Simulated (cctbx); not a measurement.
# Diagnosing a refinement

Cell a = 4.6500 Å, b = 4.6500 Å, c = 39.9060 Å, α = 90.00°, β = 90.00°, γ = 90.00°; space group I4/mmm (no. 139). The compound is Nb3Pb2I4O8.

Simulated single-crystal data (cctbx): synchrotron X-rays, λ = 0.6889 Å, to d = 0.75 Å, 50 % of the full sphere, strongest reflection 5000 counts, noise from counting, a 3 % proportional error and a noise floor of 2 counts (s.d.); no absorption.

An anisotropic refinement with weights 1/σ² prints:

```text
Rint 0.053, 388 unique reflections to 0.75 A
cycle     R1     wR2    GooF  max shift (A)
   1  0.0413  0.0856   1.992   0.00197
   2  0.0410  0.0846   1.969   0.00007
final R1 0.0410 wR2 0.0846 GooF 1.969  parameters 20  data/parameter 19.4
atom        x        y        z      Ueq    occ   su(xyz)  su(Uiso or U11)
Pb1    0.50000  0.50000  0.20239   0.0148  1.000  0.00002  0.0003
I1     0.50000  0.00000  0.25000   0.0141  1.000  0.00000  0.0005
I2     0.50000  0.50000  0.31516   0.0182  1.000  0.00004  0.0005
Nb1    0.00000  0.00000  0.00000   0.0207  1.000  0.00000  0.0011
Nb2    0.50000  0.50000  0.38291   0.0182  1.000  0.00006  0.0008
O1     0.50000  0.00000  0.00000   0.0250  1.000  0.00000  0.0105
O2     0.00000  0.50000  0.37157   0.0244  1.000  0.00038  0.0069
difference map: max 14.64 min -1.19 rms 0.47
Q1    0.0000  0.0000  0.0611    4   14.72  2.24 A from Nb2
Q2    0.0000  0.0000  0.1342    4    1.76  0.68 A from Nb2
Q3    0.0000  0.0000  0.3661    4    1.75  2.34 A from O2
Q4    0.0000  0.0000  0.1767    4    1.39  0.32 A from I2
Q5    0.0000  0.0000  0.3391    4    1.07  1.66 A from Pb1
Q6    0.0000  0.5000  0.2500    4    0.98  0.00 A from I1
```

Q: Accept it or mend it, and why?

Mend it. The fault: an atom left out, O at (1/2, 1/2, 0.4385). Against the right model at the same level, R1 goes from 0.0188 to 0.0410 and GooF from 0.88 to 1.97 and the top difference peak, 14.7 e/Å³, lies 2.24 Å from Nb2. Q1 is the missing atom. With scattering power missing, scale and phases suffer, so peaks may also grow on the heavy atoms.

The compound is Nb3Pb2I4O8. The right model at the same level gives:

```text
Rint 0.053, 388 unique reflections to 0.75 A
cycle     R1     wR2    GooF  max shift (A)
   1  0.0191  0.0385   0.900   0.00053
   2  0.0188  0.0378   0.883   0.00005
final R1 0.0188 wR2 0.0378 GooF 0.883  parameters 23  data/parameter 16.9
atom        x        y        z      Ueq    occ   su(xyz)  su(Uiso or U11)
Pb1    0.50000  0.50000  0.20240   0.0151  1.000  0.00001  0.0001
I1     0.50000  0.00000  0.25000   0.0145  1.000  0.00000  0.0002
I2     0.50000  0.50000  0.31520   0.0186  1.000  0.00002  0.0002
Nb1    0.00000  0.00000  0.00000   0.0210  1.000  0.00000  0.0005
Nb2    0.50000  0.50000  0.38286   0.0191  1.000  0.00003  0.0003
O1     0.50000  0.50000  0.43861   0.0295  1.000  0.00026  0.0031
O2     0.50000  0.00000  0.00000   0.0266  1.000  0.00000  0.0049
O3     0.00000  0.50000  0.37158   0.0241  1.000  0.00017  0.0030
difference map: max 1.25 min -1.19 rms 0.23
Q1    0.0000  0.0000  0.3662    4    1.26  2.33 A from O3
Q2    0.0000  0.0000  0.1359    4    1.24  0.75 A from Nb2
Q3    0.1643  0.1643  0.0000    8    1.10  1.08 A from Nb1
Q4    0.0000  0.0000  0.3106    4    0.97  0.52 A from Pb1
Q5    0.2021  0.2021  0.1443   16    0.97  1.71 A from Nb2
Q6    0.0000  0.4054  0.0688   16    0.84  1.91 A from O1
```

The model was made for the exercise: a known structure type with other elements put in, its volume estimated, not relaxed; displacement parameters are assumed.

[Middle refinement cycles are left out of these outputs.]

[Logs are printed without paths, hosts, clocks, repeated set-up lines and the standing remarks that a program may print on its own settings, such as how far it seeks lower states.]
